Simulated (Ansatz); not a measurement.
# From LDA to G0W0: CdWO4 (P2/c), part 2 of 2

How far does one-shot GW move the LDA gap of CdWO4 (P2/c)?

Ansatz 0.2.0; LDA, then G0W0 on it, plane waves, PAW. Known limits of the many-body steps: finite bands, screening cutoff and k mesh; no spin-orbit coupling in G0W0; d shells not analysed.

So far. Step 2 (The LDA band structure): Over mesh and path the gap is 2.953 eV, from k = (0.167, -0.500, -0.500) to k = (0.000, -0.500, 0.167). The least direct gap found is 2.975 eV, at k = (0.000, 0.500, 0.000). The pressure in this cell is -6 GPa; the cell is kept. Step 3 (One-shot GW): Over all 20 irreducible mesh points the G0W0 gap is 4.491 eV, direct, at k = (0.000, -0.500, 0.000). The LDA gap of this run on the mesh is 2.974 eV.

In doubt: masses and optical values from hybrid runs of this build are listed as unsure (in some of the runs), which bears on the screening that GW takes from such a start.

### 4. Spin-orbit coupling

This run has two-component orbitals with spin-orbit coupling.

This step: DFT, LDA with spin-orbit coupling, plane waves, PAW.

Input file input.yaml:

```yaml
crystal:
  lattice:
    - [5.04, 0.0, 0.0]
    - [0.0, 5.8701, 0.0]
    - [-0.1309573182, 0.0, 5.0824131071]
  atoms:
    - { symbol: Cd, position: [0.5, 0.69729, 0.25] }
    - { symbol: Cd, position: [0.5, 0.30271, 0.75] }
    - { symbol: W, position: [0.0, 0.17855, 0.25] }
    - { symbol: W, position: [0.0, 0.82145, 0.75] }
    - { symbol: O, position: [0.2018, 0.0955, 0.9504] }
    - { symbol: O, position: [0.7982, 0.0955, 0.5496] }
    - { symbol: O, position: [0.7982, 0.9045, 0.0496] }
    - { symbol: O, position: [0.2018, 0.9045, 0.4504] }
    - { symbol: O, position: [0.242, 0.3703, 0.3839] }
    - { symbol: O, position: [0.758, 0.3703, 0.1161] }
    - { symbol: O, position: [0.758, 0.6297, 0.6161] }
    - { symbol: O, position: [0.242, 0.6297, 0.8839] }
kpoints:
  mp_grid: { grid: [6, 4, 6] }
  band_path:
    path:
      - [0.0, 0.0, 0.0]
      - [0.0, 0.5, 0.0]
      - [0.0, 0.5, 0.5]
      - [0.0, 0.0, 0.5]
      - [-0.5, 0.0, 0.5]
      - [-0.5, 0.5, 0.5]
      - [-0.5, 0.5, 0.0]
      - [-0.5, 0.0, 0.0]
      - [0.1666666667, -0.5, -0.5]
      - [0.0, -0.5, 0.1666666667]
    npoints: 1
hamiltonian:
  xc: lda
scf:
  occupations: { method: fixed }
  n_extra_bands: 16
magnetization:
  noncollinear: true
  spin_orbit: true
output:
  eigenvalues: true
  forces: true
  stress: true
```

Started as:

```console
$ ansatz run input.yaml --threads 24 --pin off --max-ram 82944MiB --backend cuda --events-out ev --progress --plain --runs-dir out --devices 1 --max-vram 78GiB
```

Numbers of over 12 decimals in the logs are rounded to 6 here.

The program printed:

```text
[...]
GPUs: using 1 of 1 available (devices: 1).
[...]
non-collinear run that drives no moment, with spin-orbit: no starting moment large enough to seed its density (crystal.atoms[].spin), no starting occupations that ask for one, no magnetisation constraint and no magnetic field, so the semilocal B_xc is pinned to zero
[...]
Crystal: 12 atoms, lattice volume = 150.365 Å³
Basis set: ecut = 420 eV, 2943 PW (Γ)
Bands: 132, of which v1, the nominal top of the filled ones, is band 116 counted from 1 (115 counted from 0)
Symmetry: 4 space group operations + 4 with time reversal
[...]
k-points: 60 of 144
Projection manifold: j_resolved (fully-relativistic pseudo-atomic orbitals)
[...]
SCF iter   1: F=—  HF=-41002.252608 eV  |F-HF|=—  |Δ(HF+E_count)|=         —  Δρ=1.21e-1  dr2=3.34e1  dr2_m=0.00e0 (ungated)  ethr=3.10e-3  |M|=0.00e0 ∫|m|=0.00e0 μB  |m|>n=0.0e0 m-floor=0.0e0 τ_xc=0.0e0  β_m=0.30  ⟨swp⟩=4.8  Hψ=15749  notcnv=0  defer=718
[...]
spin=Noncollinear: Resta preconditioning applied to the charge; magnetization (m_x, m_y, m_z) channels mix plain (no charge-response kernel on spin).
SCF iter   2: F=—  HF=-40995.555239 eV  |F-HF|=—  |Δ(HF+E_count)|=    6.70e0  Δρ=6.70e-2  dr2=1.03e1  dr2_m=0.00e0 (ungated)  ethr=3.10e-3  |M|=0.00e0 ∫|m|=0.00e0 μB  |m|>n=0.0e0 m-floor=0.0e0 τ_xc=0.0e0  β_m=0.46  ⟨swp⟩=3.0  Hψ=8511  notcnv=0  defer=702
[...]
SCF iter   4: F=—  HF=-40992.502254 eV  |F-HF|=—  |Δ(HF+E_count)|=   1.50e-1  Δρ=7.39e-3  dr2=9.24e-2  dr2_m=0.00e0 (ungated)  ethr=4.89e-4  |M|=0.00e0 ∫|m|=0.00e0 μB  |m|>n=0.0e0 m-floor=0.0e0 τ_xc=0.0e0  β_m=0.70  ⟨swp⟩=2.6  Hψ=6388  notcnv=0  defer=714
[...]
SCF 1 converged in 11 iterations: F = -40992.474454 eV  dr2 = 5.02e-9
[...]
SCF converged after 11 iterations
[...]
```

It took 5.7 s on 1 × NVIDIA GB200 (shared by 2 runs) with 24 threads of Arm Neoverse V2, shared host; peak memory 1.4 GiB; 67 s of CPU time.

Numbers from this step:

```yaml
pressure: -6.012 GPa
gap: 2.933 eV
valence_top_at: k = (0.167, -0.500, -0.500)
conduction_bottom_at: k = (0.000, -0.500, 0.167)
least_direct_gap: 2.959 eV
```

Over mesh and listed points the gap is 2.933 eV, from k = (0.167, -0.500, -0.500) to k = (0.000, -0.500, 0.167). The least direct gap found is 2.959 eV, at k = (0.000, 0.500, 0.000). The pressure in this cell is -6 GPa; the cell is kept. LDA+SOC against LDA: 2.933 − 2.953 = −0.020 eV, with the same mesh, set of files (read in its fully relativistic form for the spin-orbit run) and cutoff, and both edges at the same k points. The spin-orbit run sees mesh and listed points alone, so its gap is an upper bound: the coupling can move an edge off these points, and the change over the zone, its sign included where it is small, is not known.

### 5. The runs together

Each gap is the least one over the points named; times are wall times on shared hosts, not benchmarks. A G0W0 time includes the run's own self-consistent start. Runs with listed points see these and the mesh alone, so an edge that moves elsewhere is missed. Rows marked * are further runs, not shown as steps, whose inputs differ from the G0W0 step on the same start in the columns given; solver thresholds can differ too.

| level | mesh | files, cutoff | bands summed, screening | points | gap (eV) | valence top | conduction bottom | least direct gap (eV) | time |
| --- | --- | --- | --- | --- | --- | --- | --- | --- | --- |
| LDA | 6×4×6 | soft_2 PAW, 420 eV | - | mesh and path | 2.953 | (0.167, -0.500, -0.500) | (0.000, -0.500, 0.167) | 2.975 | 2.9 s |
| LDA+SOC | 6×4×6 | soft_2 PAW, 420 eV | - | mesh and listed points | 2.933 | (0.167, -0.500, -0.500) | (0.000, -0.500, 0.167) | 2.959 | 5.7 s |
| G0W0@LDA* | 4×2×4 | soft_2 PAW, 420 eV | 171, 48 eV | all 20 irreducible mesh points | 4.657 | (0.000, -0.500, 0.000) | (0.000, -0.500, 0.000) | 4.657 | 8.2 s |
| G0W0@LDA* | 4×2×4 | soft_2 PAW, 420 eV | 379, 96 eV | all 20 irreducible mesh points | 4.449 | (0.000, -0.500, 0.000) | (0.000, -0.500, 0.000) | 4.449 | 9.6 s |
| G0W0@LDA | 4×2×4 | soft_2 PAW, 420 eV | 749, 160 eV | all 20 irreducible mesh points | 4.491 | (0.000, -0.500, 0.000) | (0.000, -0.500, 0.000) | 4.491 | 39 s |
| G0W0@LDA* | 2×2×2 | soft_2 PAW, 420 eV | 379, 96 eV | all 8 irreducible mesh points | 4.473 | (0.000, -0.500, 0.000) | (0.000, -0.500, 0.000) | 4.473 | 2.6 s |
| G0W0@LDA* | 4×2×4 | soft_2 PAW, 420 eV | 379, 96 eV, plasmon pole | all 20 irreducible mesh points | 4.487 | (0.000, -0.500, 0.000) | (0.000, -0.500, 0.000) | 4.487 | 15 s |

Computed less measured, in eV, for the reports listed at the start; nothing is added to the computed values:

| row | computed (eV) | 4.15 eV (2008) |
| --- | --- | --- |
| LDA, gap | 2.953 | −1.197 |
| LDA+SOC, gap | 2.933 | −1.217 |
| G0W0@LDA, gap | 4.491 | +0.341 |

### 6. Results

| Item | Value |
| --- | --- |
| LDA gap over mesh and path | 2.953 eV, from k = (0.167, -0.500, -0.500) to k = (0.000, -0.500, 0.167) |
| G0W0@LDA gap over all 20 irreducible mesh points | 4.491 eV, direct, at k = (0.000, -0.500, 0.000) |
| LDA+SOC gap over mesh and listed points | 2.933 eV |
| GW settings | 4×2×4 mesh, 691 empty bands, screening to 160 eV |
| known limits | finite bands, screening cutoff and k mesh; no spin-orbit coupling in G0W0; d shells not analysed |

What this shows: Over all 20 irreducible mesh points the G0W0 gap is 4.491 eV, direct, at k = (0.000, -0.500, 0.000). The LDA gap of this run on the mesh is 2.974 eV. The two states that bound the G0W0 gap lie that far apart at the start, so the correction of the gap is 4.491 − 2.974 = +1.517 eV. The valence state moves by 8.268 − 8.723 = −0.455 eV and the conduction state by 12.758 − 11.697 = +1.061 eV, on the run's own scale; with 171 bands the edge states move by +0.001 and +1.683 eV, so the split between the edges depends on the bands and cutoff. Over mesh and path, LDA puts the valence top at k = (0.167, -0.500, -0.500) and conduction bottom at k = (0.000, -0.500, 0.167), where no G0W0 correction was computed. The G0W0 gap over the whole zone is therefore not known from this run; at its settings it can only be equal to or under the 4.491 eV found, and no correction is carried over from another point. For the start itself the gap is 2.953 eV over mesh and path and 2.974 eV on the mesh of the G0W0 run, in runs that differ in mesh (6×4×6 and 4×2×4). From 171 bands and 48 eV to 749 bands and 160 eV the gap moves by 4.491 − 4.657 = −0.166 eV (rung by rung 4.657, 4.449, 4.491 eV); bands and screening cutoff rise together, so their parts are not told apart. The gap turns back along the series (4.657, 4.449, 4.491 eV), so no line is drawn and the limit is not known. With the 2×2×2 mesh in place of the 4×2×4 mesh and all else as in the G0W0@LDA row with 379 bands, the gap differs by 4.473 − 4.449 = +0.024 eV, and that of the start by 2.974 − 2.974 = +0.000 eV. With the plasmon pole model in place of the contour deformation model and all else as in the G0W0@LDA row with 379 bands, the gap differs by 4.487 − 4.449 = +0.038 eV. G0W0 on other starts in this series, not shown as steps and not all at these settings: 4.979 eV on HSE06 (4×2×4, soft_2 PAW, 379 bands, 96 eV). LDA+SOC against LDA: 2.933 − 2.953 = −0.020 eV, with the same mesh, set of files (read in its fully relativistic form for the spin-orbit run) and cutoff, and both edges at the same k points. The spin-orbit run sees mesh and listed points alone, so its gap is an upper bound: the coupling can move an edge off these points, and the change over the zone, its sign included where it is small, is not known. What spin-orbit coupling does to the G0W0 levels was not computed, so no sum with the G0W0 gap is formed. Against experiment, G0W0@LDA at 4.491 eV lies +0.341 eV from 4.15 eV (2008). The differences hold parts that these runs do not separate: finite bands, cutoffs and mesh, points of the zone that were not corrected, the start of G0W0, spin-orbit coupling missing from it, static nuclei, no electron-hole attraction, and what each experiment reads as the gap. How much each gives is not known from the steps shown. The G0W0 runs are scalar-relativistic. One-shot GW is known to converge slowly in bands for compounds with shallow d shells. The cell holds Cd; the filling of the d shell and its place against the gap were not analysed here. G0W0 is shown with one set of atomic data (soft_2 PAW), so the error from the files is not known here.

[Paths, hosts, dates, memory and timing lines, banners, echoed tables and standing remarks are left out of the program output.]

[Logs are printed without paths, hosts, clocks, repeated set-up lines and the standing remarks that a program may print on its own settings, such as how far it seeks lower states.]

[Runs of the session that timed out or met a known fault of the program may be left out.]

[Cells called generated may have been cut or substituted from an entry of the Crystallography Open Database or the Materials Project.]

[Hosts, paths, dates, database ids (printed as entryN), source tags and the programs' standing remarks are cut or masked in the printed files.]

[Where an RPA ε∞ is given, it is that of the G0W0 mesh and is not shown converged in it. Names of k-points follow the symmetry that the program found, which can be lower than the space group named. Band edges on a path are those of the sampled points; other points can move an edge, and change direct to indirect where valleys lie close.]

[Hybrid gaps are those of their k-mesh and are not shown converged in it.]
